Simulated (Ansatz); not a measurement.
## Na on Cu(100): change of the work function

How does one ordered layer of Na (hollow site) change the work function of Cu(100), and what dipole does each adsorbate carry?

Method: plane-wave DFT, PBE, Ansatz PAW, in Ansatz 0.2.0.

## Step 1: The structure

The cell holds 4 atoms: 4 Cu. Cell: a = 2.553 Å, b = 2.553 Å, c = 23.415 Å, α = 90.0°, β = 90.0°, γ = 90.0°. Vacuum lies along c.

## Step 2: The clean slab

The bare slab comes first, as the zero from which every change is counted. The two lowest layers are held at bulk places and the upper ones relax. The dipole correction removes the false field that a one-sided slab makes across the periodic vacuum, so each face gets a flat vacuum level of its own.

input.yaml

```yaml
crystal:
  lattice:
    - [2.5526554801, 0.0, 0.0]
    - [0.0, 2.5526554801, 0.0]
    - [0.0, 0.0, 23.415]
  atoms:
    - { symbol: Cu, position: [0.5, 0.5, 0.3843689942] }
    - { symbol: Cu, position: [0.0, 0.0, 0.4614563314] }
    - { symbol: Cu, position: [0.5, 0.5, 0.5385436686] }
    - { symbol: Cu, position: [0.0, 0.0, 0.6156310058] }
kpoints:
  mp_grid: { grid: [12, 12, 1] }
hamiltonian:
  xc: pbe
scf:
  occupations: { method: fermi_dirac, width: 0.1 }
  convergence: { dr2_threshold: 1.0e-08 }
efield:
  axis: 3
  dipole_correction: true
  ramp_position: 0.97
  ramp_width: 0.06
relax:
  f_tol: 0.02
  max_steps: 60
  constraints: [{ sites: [0, 1] }]
output:
  write_potential: true
  write_density: true
  volumetric_format: npy
```

Run with:

```sh
ansatz run input.yaml --threads 4 --pin off --max-ram 6144MiB --backend cpu --events-out ev --progress --plain --runs-dir out
```

The log of the run:

```text
Engine: ansatz 0.2.0, aarch64-unknown-linux-gnu
Pseudopotentials: kind: paw
Pseudopotential: Cu, paw, valence charge 19, recommended cutoff 420 eV (normal), Cu.paw.azcp
Functional definition: PBE
  parameter kappa = 0.804
  parameter beta = 0.066725
  exchange = pbe_x(kappa = kappa, mu = beta*pi^2/3)
  correlation = pbe_c(beta = beta)
Crystal: 4 atoms, lattice volume = 152.573 Å³
Basis set: ecut = 420 eV, 3011 PW (Γ), exchange–correlation on 36×36×320 points (8 copies of the dense FFT grid, shifted against one another)
Bands: 46, of which v1, the nominal top of the filled ones, is band 38 counted from 1 (37 counted from 0)
Symmetry: 8 space group operations
k-points: 28 of 144
Non-local potential: Cu, projectors of the file, l = 0: 3, l = 1: 2, l = 2: 3, l = 3: 1
PAW form: soft (Blöchl's): semilocal exchange-correlation on the pseudo side does not see the compensation charge
PAW one-centre angular grid: Cu, 590 points (default); XC on 64 Gauss nodes
Initial density: superposition of atomic densities (neutral atoms: chi_scale 0, normalization atom), corrected by the library's trained network
Initial wavefunctions: pseudopotential atomic-orbital guess
Functional: x = pbe(κ = 0.804, μ = 0.219515), c = pbe(β = 0.066725)
SCF iter   1: F=—  HF=-26499.487320 eV  |F-HF|=—  |Δ(HF+E_count)|=         —  Δρ=1.44e-3  dr2=1.11e-2  ethr=1.77e-3  p=-0.000 e·Å  D=-7.17e-15 V/Å  ΔV_dip=0.00 eV  dr2_dipole=9.36e-9  V_vac-E_F(+/−)=4.49/4.49 eV  ⟨swp⟩=8.7  Hψ=5648  notcnv=0  defer=4
efield: sawtooth ramp at fractional position 0.9700 (set: `efield.ramp_position`, or a place that a band, a saddle search or an elastic batch's reference lends), width 0.0600; the density the first Hamiltonian is built on has a dipole p = -0.000 e·Å; the dipole correction subtracts the counter field D = -7.17e-15 V/Å, which shifts the + side's vacuum level by +0.00 eV against the − side's; the planar-averaged density in the ramp window peaks in size at 3.2e-5 e/Å³
preconditioner: auto → LDOS  [metal: Δε(μ)=0.060 eV  Ē_g=8.062 eV  σ=0.100 eV  W_gap=0.15  n_scr=18 (ndim 8)  ℏωp=19.9 eV  f_vac=0.639  D(μ)=1.29/eV (n_scr^D=8)  β→1.0]
SCF iter   2: F=—  HF=-26499.492234 eV  |F-HF|=—  |Δ(HF+E_count)|=   4.91e-3  Δρ=1.83e-3  dr2=4.23e-3  ethr=1.46e-5  p=-0.000 e·Å  D=-6.15e-6 V/Å  ΔV_dip=0.00 eV  dr2_dipole=8.99e-8  V_vac-E_F(+/−)=4.58/4.58 eV  ⟨swp⟩=2.9  Hψ=2867  notcnv=0  defer=39
SCF iter   3: F=—  HF=-26499.491934 eV  |F-HF|=—  |Δ(HF+E_count)|=   3.00e-4  Δρ=1.46e-3  dr2=1.64e-3  ethr=5.57e-6  p=-0.000 e·Å  D=-3.99e-5 V/Å  ΔV_dip=0.00 eV  dr2_dipole=2.09e-7  V_vac-E_F(+/−)=4.57/4.57 eV  ⟨swp⟩=2.5  Hψ=2210  notcnv=0  defer=39
SCF iter   4: F=—  HF=-26499.491508 eV  |F-HF|=—  |Δ(HF+E_count)|=   4.25e-4  Δρ=1.91e-4  dr2=1.24e-4  ethr=2.16e-6  p=0.000 e·Å  D=2.29e-5 V/Å  ΔV_dip=-0.00 eV  dr2_dipole=3.76e-9  V_vac-E_F(+/−)=4.57/4.57 eV  ⟨swp⟩=2.0  Hψ=1832  notcnv=0  defer=39
SCF iter   5: F=—  HF=-26499.491515 eV  |F-HF|=—  |Δ(HF+E_count)|=   6.70e-6  Δρ=1.10e-4  dr2=2.44e-5  ethr=1.63e-7  p=-0.000 e·Å  D=-1.13e-5 V/Å  ΔV_dip=0.00 eV  dr2_dipole=1.49e-9  V_vac-E_F(+/−)=4.58/4.58 eV  ⟨swp⟩=2.1  Hψ=1761  notcnv=0  defer=39
SCF iter   6: F=—  HF=-26499.491522 eV  |F-HF|=—  |Δ(HF+E_count)|=   7.00e-6  Δρ=1.05e-4  dr2=1.04e-5  ethr=3.21e-8  p=0.000 e·Å  D=2.18e-5 V/Å  ΔV_dip=-0.00 eV  dr2_dipole=1.22e-8  V_vac-E_F(+/−)=4.58/4.58 eV  ⟨swp⟩=2.0  Hψ=1843  notcnv=0  defer=39
SCF iter   7: F=—  HF=-26499.491515 eV  |F-HF|=—  |Δ(HF+E_count)|=   7.04e-6  Δρ=2.78e-5  dr2=8.10e-7  ethr=1.37e-8  p=0.000 e·Å  D=4.93e-6 V/Å  ΔV_dip=-0.00 eV  dr2_dipole=2.35e-11  V_vac-E_F(+/−)=4.58/4.58 eV  ⟨swp⟩=2.1  Hψ=1733  notcnv=0  defer=39
SCF iter   8: F=—  HF=-26499.491526 eV  |F-HF|=—  |Δ(HF+E_count)|=   1.13e-5  Δρ=2.01e-5  dr2=4.10e-7  ethr=1.07e-9  p=0.000 e·Å  D=3.53e-6 V/Å  ΔV_dip=-0.00 eV  dr2_dipole=2.39e-9  V_vac-E_F(+/−)=4.58/4.58 eV  ⟨swp⟩=2.0  Hψ=1851  notcnv=0  defer=39
SCF iter   9: F=—  HF=-26499.491526 eV  |F-HF|=—  |Δ(HF+E_count)|=   1.27e-7  Δρ=8.58e-6  dr2=8.09e-8  ethr=5.39e-10  p=0.000 e·Å  D=5.33e-7 V/Å  ΔV_dip=-0.00 eV  dr2_dipole=3.71e-10  V_vac-E_F(+/−)=4.58/4.58 eV  ⟨swp⟩=2.0  Hψ=1812  notcnv=0  defer=39
SCF iter  10: F=-26499.491526 eV  HF=-26499.491526 eV  |F-HF|=5.55e-8  |Δ(HF+E_count)|=   3.77e-8  Δρ=1.16e-6  dr2=1.64e-9  ethr=1.32e-11  p=0.000 e·Å  D=2.47e-7 V/Å  ΔV_dip=-0.00 eV  dr2_dipole=7.83e-12  V_vac-E_F(+/−)=4.58/4.58 eV  ⟨swp⟩=8.1  Hψ=9194  notcnv=0
SCF 1 converged in 10 iterations: F = -26499.491526 eV  dr2 = 1.64e-9
  greatest PAW one-centre occupation: 1.000 electrons in one spin orbital (limit 2), on the Cu atom at site 3 (counted from 0), in its partial waves of l = 0
relax step   1: F+E_penalty+E_count = -26499.49152650 eV  Δ(F+E_penalty+E_count) = +0.000e0 eV  max|allowed force component| = 2.181e-1 eV/Å  Δτ_max = 0.0000 Å  (10 SCF iters, accepted)
Initial density: handed on by an earlier stage of this run
Initial wavefunctions: those handed on with the density
iter 1 solved again at ethr=4.94e-7 eV; its pass at ethr=3.10e-3 eV (dr2=3.76e-4 eV) is discarded
SCF iter   1: F=—  HF=-26499.493642 eV  |F-HF|=—  |Δ(HF+E_count)|=         —  Δρ=7.18e-4  dr2=3.81e-4  ethr=4.94e-7  p=0.000 e·Å  D=6.55e-7 V/Å  ΔV_dip=-0.00 eV  dr2_dipole=5.33e-7  V_vac-E_F(+/−)=4.58/4.58 eV  ⟨swp⟩=2.8  Hψ=4247  notcnv=0  defer=52
efield: sawtooth ramp at fractional position 0.9700 (set: `efield.ramp_position`, or a place that a band, a saddle search or an elastic batch's reference lends), width 0.0600; the density the first Hamiltonian is built on has a dipole p = 0.000 e·Å; the dipole correction subtracts the counter field D = 6.55e-7 V/Å, which shifts the + side's vacuum level by -0.00 eV against the − side's; the planar-averaged density in the ramp window peaks in size at 2.3e-5 e/Å³
preconditioner: auto → LDOS  [metal: Δε(μ)=0.090 eV  Ē_g=8.129 eV  σ=0.100 eV  W_gap=0.22  n_scr=18 (ndim 8)  ℏωp=19.9 eV  f_vac=0.638  D(μ)=1.28/eV (n_scr^D=8)  β→1.0]
SCF iter   2: F=—  HF=-26499.493463 eV  |F-HF|=—  |Δ(HF+E_count)|=   1.80e-4  Δρ=1.93e-4  dr2=8.92e-5  ethr=4.94e-7  p=0.000 e·Å  D=2.69e-4 V/Å  ΔV_dip=-0.01 eV  dr2_dipole=1.27e-5  V_vac-E_F(+/−)=4.58/4.58 eV  ⟨swp⟩=2.1  Hψ=2198  notcnv=0  defer=52
SCF iter   3: F=—  HF=-26499.493458 eV  |F-HF|=—  |Δ(HF+E_count)|=   4.73e-6  Δρ=1.84e-4  dr2=3.53e-5  ethr=1.17e-7  p=0.000 e·Å  D=1.03e-4 V/Å  ΔV_dip=-0.00 eV  dr2_dipole=5.88e-7  V_vac-E_F(+/−)=4.58/4.58 eV  ⟨swp⟩=2.0  Hψ=1859  notcnv=0  defer=52
SCF iter   4: F=—  HF=-26499.493455 eV  |F-HF|=—  |Δ(HF+E_count)|=   2.82e-6  Δρ=9.12e-5  dr2=8.65e-6  ethr=4.64e-8  p=0.000 e·Å  D=1.63e-4 V/Å  ΔV_dip=-0.00 eV  dr2_dipole=1.04e-7  V_vac-E_F(+/−)=4.58/4.58 eV  ⟨swp⟩=2.0  Hψ=1849  notcnv=0  defer=52
SCF iter   5: F=—  HF=-26499.493458 eV  |F-HF|=—  |Δ(HF+E_count)|=   3.12e-6  Δρ=2.20e-5  dr2=5.03e-7  ethr=1.14e-8  p=0.000 e·Å  D=1.56e-4 V/Å  ΔV_dip=-0.00 eV  dr2_dipole=1.16e-8  V_vac-E_F(+/−)=4.58/4.58 eV  ⟨swp⟩=2.0  Hψ=1786  notcnv=0  defer=52
SCF iter   6: F=—  HF=-26499.493458 eV  |F-HF|=—  |Δ(HF+E_count)|=   2.31e-7  Δρ=1.23e-5  dr2=1.50e-7  ethr=6.62e-10  p=0.000 e·Å  D=1.63e-4 V/Å  ΔV_dip=-0.00 eV  dr2_dipole=2.72e-9  V_vac-E_F(+/−)=4.58/4.58 eV  ⟨swp⟩=2.0  Hψ=1850  notcnv=0  defer=52
SCF iter   7: F=-26499.493458 eV  HF=-26499.493458 eV  |F-HF|=7.91e-9  |Δ(HF+E_count)|=   8.22e-8  Δρ=2.24e-6  dr2=5.36e-9  ethr=1.32e-11  p=0.000 e·Å  D=1.65e-4 V/Å  ΔV_dip=-0.00 eV  dr2_dipole=5.96e-12  V_vac-E_F(+/−)=4.58/4.58 eV  ⟨swp⟩=8.1  Hψ=9402  notcnv=0
SCF 2 converged in 7 iterations: F = -26499.493458 eV  dr2 = 5.36e-9
  greatest PAW one-centre occupation: 1.000 electrons in one spin orbital (limit 2), on the Cu atom at site 0 (counted from 0), in its partial waves of l = 0
relax step   2: F+E_penalty+E_count = -26499.49345845 eV  Δ(F+E_penalty+E_count) = -1.932e-3 eV  max|allowed force component| = 1.395e-1 eV/Å  Δτ_max = 0.0117 Å  (7 SCF iters, accepted)
SCF iter   1: F=—  HF=-26499.495296 eV  |F-HF|=—  |Δ(HF+E_count)|=         —  Δρ=1.19e-3  dr2=9.92e-4  ethr=1.36e-5  p=0.000 e·Å  D=1.65e-4 V/Å  ΔV_dip=-0.00 eV  dr2_dipole=3.18e-9  V_vac-E_F(+/−)=4.58/4.58 eV  ⟨swp⟩=3.2  Hψ=3121  notcnv=0  defer=52
efield: sawtooth ramp at fractional position 0.9700 (set: `efield.ramp_position`, or a place that a band, a saddle search or an elastic batch's reference lends), width 0.0600; the density the first Hamiltonian is built on has a dipole p = 0.000 e·Å; the dipole correction subtracts the counter field D = 1.65e-4 V/Å, which shifts the + side's vacuum level by -0.00 eV against the − side's; the planar-averaged density in the ramp window peaks in size at 2.2e-5 e/Å³
preconditioner: auto → LDOS  [metal: Δε(μ)=0.088 eV  Ē_g=8.129 eV  σ=0.100 eV  W_gap=0.21  n_scr=18 (ndim 8)  ℏωp=19.9 eV  f_vac=0.638  D(μ)=1.29/eV (n_scr^D=8)  β→1.0]
SCF iter   2: F=—  HF=-26499.494825 eV  |F-HF|=—  |Δ(HF+E_count)|=   4.71e-4  Δρ=3.85e-4  dr2=2.55e-4  ethr=1.31e-6  p=0.000 e·Å  D=5.86e-4 V/Å  ΔV_dip=-0.01 eV  dr2_dipole=3.47e-5  V_vac-E_F(+/−)=4.57/4.58 eV  ⟨swp⟩=2.0  Hψ=2546  notcnv=0  defer=52
SCF iter   3: F=—  HF=-26499.494799 eV  |F-HF|=—  |Δ(HF+E_count)|=   2.58e-5  Δρ=4.05e-4  dr2=1.71e-4  ethr=3.36e-7  p=0.000 e·Å  D=4.58e-4 V/Å  ΔV_dip=-0.01 eV  dr2_dipole=3.20e-6  V_vac-E_F(+/−)=4.57/4.58 eV  ⟨swp⟩=2.2  Hψ=2080  notcnv=0  defer=52
SCF iter   4: F=—  HF=-26499.494776 eV  |F-HF|=—  |Δ(HF+E_count)|=   2.40e-5  Δρ=6.85e-5  dr2=6.36e-6  ethr=2.25e-7  p=0.000 e·Å  D=4.56e-4 V/Å  ΔV_dip=-0.01 eV  dr2_dipole=2.49e-7  V_vac-E_F(+/−)=4.57/4.58 eV  ⟨swp⟩=2.0  Hψ=1803  notcnv=0  defer=52
SCF iter   5: F=—  HF=-26499.494796 eV  |F-HF|=—  |Δ(HF+E_count)|=   2.04e-5  Δρ=2.59e-5  dr2=9.69e-7  ethr=8.37e-9  p=0.000 e·Å  D=4.76e-4 V/Å  ΔV_dip=-0.01 eV  dr2_dipole=9.11e-8  V_vac-E_F(+/−)=4.57/4.58 eV  ⟨swp⟩=2.9  Hψ=1992  notcnv=0  defer=52
SCF iter   6: F=—  HF=-26499.494796 eV  |F-HF|=—  |Δ(HF+E_count)|=   1.95e-7  Δρ=7.49e-6  dr2=6.43e-8  ethr=1.27e-9  p=0.000 e·Å  D=4.75e-4 V/Å  ΔV_dip=-0.01 eV  dr2_dipole=4.70e-9  V_vac-E_F(+/−)=4.57/4.58 eV  ⟨swp⟩=2.0  Hψ=1717  notcnv=0  defer=52
SCF iter   7: F=—  HF=-26499.494796 eV  |F-HF|=—  |Δ(HF+E_count)|=   2.25e-7  Δρ=3.81e-6  dr2=1.47e-8  ethr=1.32e-11  p=0.000 e·Å  D=4.89e-4 V/Å  ΔV_dip=-0.01 eV  dr2_dipole=1.12e-10  V_vac-E_F(+/−)=4.57/4.58 eV  ⟨swp⟩=9.8  Hψ=9018  notcnv=0
SCF iter   8: F=—  HF=-26499.494796 eV  |F-HF|=—  |Δ(HF+E_count)|=   7.59e-8  Δρ=3.61e-6  dr2=1.52e-8  ethr=1.32e-11  p=0.000 e·Å  D=4.94e-4 V/Å  ΔV_dip=-0.01 eV  dr2_dipole=3.72e-10  V_vac-E_F(+/−)=4.57/4.58 eV  ⟨swp⟩=9.1  Hψ=8386  notcnv=0
SCF iter   9: F=-26499.494796 eV  HF=-26499.494796 eV  |F-HF|=1.08e-9  |Δ(HF+E_count)|=   1.26e-8  Δρ=1.23e-6  dr2=2.58e-9  ethr=1.32e-11  p=0.000 e·Å  D=4.96e-4 V/Å  ΔV_dip=-0.01 eV  dr2_dipole=1.01e-10  V_vac-E_F(+/−)=4.57/4.58 eV  ⟨swp⟩=6.8  Hψ=8438  notcnv=0
SCF 3 converged in 9 iterations: F = -26499.494796 eV  dr2 = 2.58e-9
relax step   3: F+E_penalty+E_count = -26499.49479638 eV  Δ(F+E_penalty+E_count) = -1.338e-3 eV  max|allowed force component| = 2.096e-3 eV/Å  Δτ_max = 0.0196 Å  (9 SCF iters, accepted)
NSCF: frozen V_eff on 28 k-points
the band table was solved once a step of the walk had ended and its energy, with any forces and stress, was formed, with the checks that follow a solve (6803 applications of the Hamiltonian). They found nothing against the state; the energy, forces and stress were not computed again (output.eigenvalues in the input reference)
WARN: The output density's exchange-correlation potential varies sharply where the density is thin. Do not read a vacuum level from v_tot or v_xc, or from such a field of the output density. On a cell that repeats whose density bears no net charge and no dipole along the vacuum's axis use v_es (v_loc + v_h of the components); under efield.dipole_correction with no amplitude use v_es + v_field, which holds any externa [...]
SCF converged after 9 iterations
Free energy (F): -26499.494796 eV
Harris-Foulkes:  -26499.494796 eV  (|F-HF|=1.08e-9)
Internal energy: -26499.450325 eV  (E = F + TS)
E sigma→0 (E₀):  -26499.472561 eV
Entropy (-TS):   -0.044472 eV (-11.118 meV/atom)
Fermi energy:    2.077824 eV
Dipole field:    D = 0.000480 V/Å  (p = 0.000405 e·Å, saw-weighted, corrected)
Work function:   Φ+ = 4.5707 eV   Φ− = 4.5819 eV
Levels:          The Fermi level and band energies are counted from a zero that moves with the ramp; work functions are not
--- Per-component energies (eV) ---
  E_band       = -2536.166481
  E_kinetic    = 1198.309528
  E_local      = -168854.316736  (includes V_loc(G=0)·N_el)
  E_nonlocal   = 1567.140432
  E_hartree    = 82915.850747
  E_xc         = -355.051919
  E_vxc        = -457.887175  (∫ρ·V_xc dr)
  E_paw        = -6658.907342  (= ΣΔE_a)
  E_vpaw       = -1821.114881  (= ΣTr[D̂ρ^β])
  E_aug_tail   = 0.001125  (compensation charges beyond the density's cutoff)
  E_efield     = 0.000000  (sawtooth field / dipole correction)
  E_vefield    = -0.000313  (∫n·V_field dr)
  E_ewald      = 63687.523840
  E_smearing   = -0.044472  (= −TS)
  E_closure    = -0.000000  (closes the sum)
  Σ components = -26499.494796   (vs F -26499.494796, Δ=0.00e0)
--- Forces (eV/Å), atoms counted from 1 ---
  atom   1  Cu     0.00000000     0.00000000     0.10441413
  atom   2  Cu    -0.00000000     0.00000000    -0.10661282
  atom   3  Cu     0.00000000     0.00000000     0.00010979
  atom   4  Cu     0.00000000     0.00000000     0.00209603
  max |Σ_I F_I| component: 7.12e-6 eV/Å
--- Band table (eV; the first three rows and the last of 28) ---
  k-point 0: bands = [... 34 lower, 0.3997, 0.6183, 0.6474, 0.6474, 0.6479, 1.6164, 3.1949, 6.4525, ... 4 higher]
  k-point 1: bands = [... 34 lower, 0.4671, 0.5052, 0.5494, 0.6055, 0.6780, 1.9009, 3.5303, 6.6065, ... 4 higher]
  k-point 2: bands = [... 34 lower, 0.4625, 0.4862, 0.5546, 0.6159, 0.6727, 2.5350, 4.3478, 7.0666, ... 4 higher]
  k-point 27: bands = [... 34 lower, 1.0039, 1.0231, 4.5597, 4.5597, 6.7457, 6.7457, 9.5125, 9.5174, ... 4 higher]
--- Relaxed structure (3 steps of the walk, 3 accepted, 0 SCFs on fresh bases) ---
  F+E_penalty+E_count = -26499.49479638 eV   max|allowed force component| = 2.096e-3 eV/Å
  atoms:
    - { symbol: Cu, position: [0.5, 0.5, 0.384369] }
    - { symbol: Cu, position: [0.0, 0.0, 0.461456] }
    - { symbol: Cu, position: [0.5, 0.5, 0.539882] }
    - { symbol: Cu, position: [0, 0.0, 0.615758] }
```

It took 21 s on 4 threads of Arm Neoverse V1, shared host; peak memory 0.5 GiB; 81 s of CPU time.

The steps of the relaxation:

| step | energy less that of the first step (eV) | largest force component (eV/Å) |
| --- | --- | --- |
| 1 | 0.0000 | 0.2181 |
| 2 | -0.0019 | 0.1395 |
| 3 | -0.0033 | 0.0021 |

The run keeps the 8 symmetry operations that the program found, so distortions that break them were not tested.

The atoms that moved most (Å):

| atom | dx | dy | dz | length |
| --- | --- | --- | --- | --- |
| Cu3 | 0.000 | 0.000 | 0.031 | 0.031 |

Final coordinates:

```xyz
4
Lattice="2.5527 0.0000 0.0000 0.0000 2.5527 0.0000 0.0000 0.0000 23.4150" Properties=species:S:1:pos:R:3
Cu    1.2763    1.2763    9.0000
Cu    0.0000    0.0000   10.8050
Cu    1.2763    1.2763   12.6413
Cu    0.0000    0.0000   14.4180
```

Read from the output:

| Property | Result |
| --- | --- |
| energy at zero smearing | -26499.4726 eV |
| work function, upper face | 4.571 eV |
| dipole along the normal | 4.05e-4 e·Å |

Running mean over 1.805 Å of the planar mean; the ramp of the sawtooth is left out. Electron's electrostatic potential energy less the Fermi level against z:

| z (Å) | electron's electrostatic potential energy less the Fermi level (eV) |
| --- | --- |
| 3 | 4.58 |
| 4 | 4.58 |
| 5 | 4.58 |
| 6 | 4.54 |
| 7 | 4.10 |
| 8 | -1.44 |
| 9 | -8.30 |
| 10 | -8.72 |
| 11 | -8.72 |
| 12 | -8.55 |
| 13 | -8.94 |
| 14 | -8.80 |
| 15 | -5.53 |
| 16 | 3.08 |
| 17 | 4.46 |
| 18 | 4.56 |
| 19 | 4.57 |
| 20 | 4.57 |

The relaxation took 3 steps and lowered the energy by 0.0033 eV; the largest force on the free atoms ends at 0.0021 eV/Å.

The work function of the upper face is 4.57 eV.

[end of part 1 of 2]

[Long decimals in the printed logs are rounded to 6 places.]

[Logs are printed without paths, hosts, clocks, repeated set-up lines and the standing remarks that a program may print on its own settings, such as how far it seeks lower states.]

[Hosts, paths, dates, database ids (printed as entryN), source tags and the programs' standing remarks are cut or masked in the printed files.]

[Maps of the electrostatic potential energy from Ansatz leave out the sawtooth potential of an applied field or a dipole correction, so their vacuum need not be flat; planar profiles and work functions include it.]
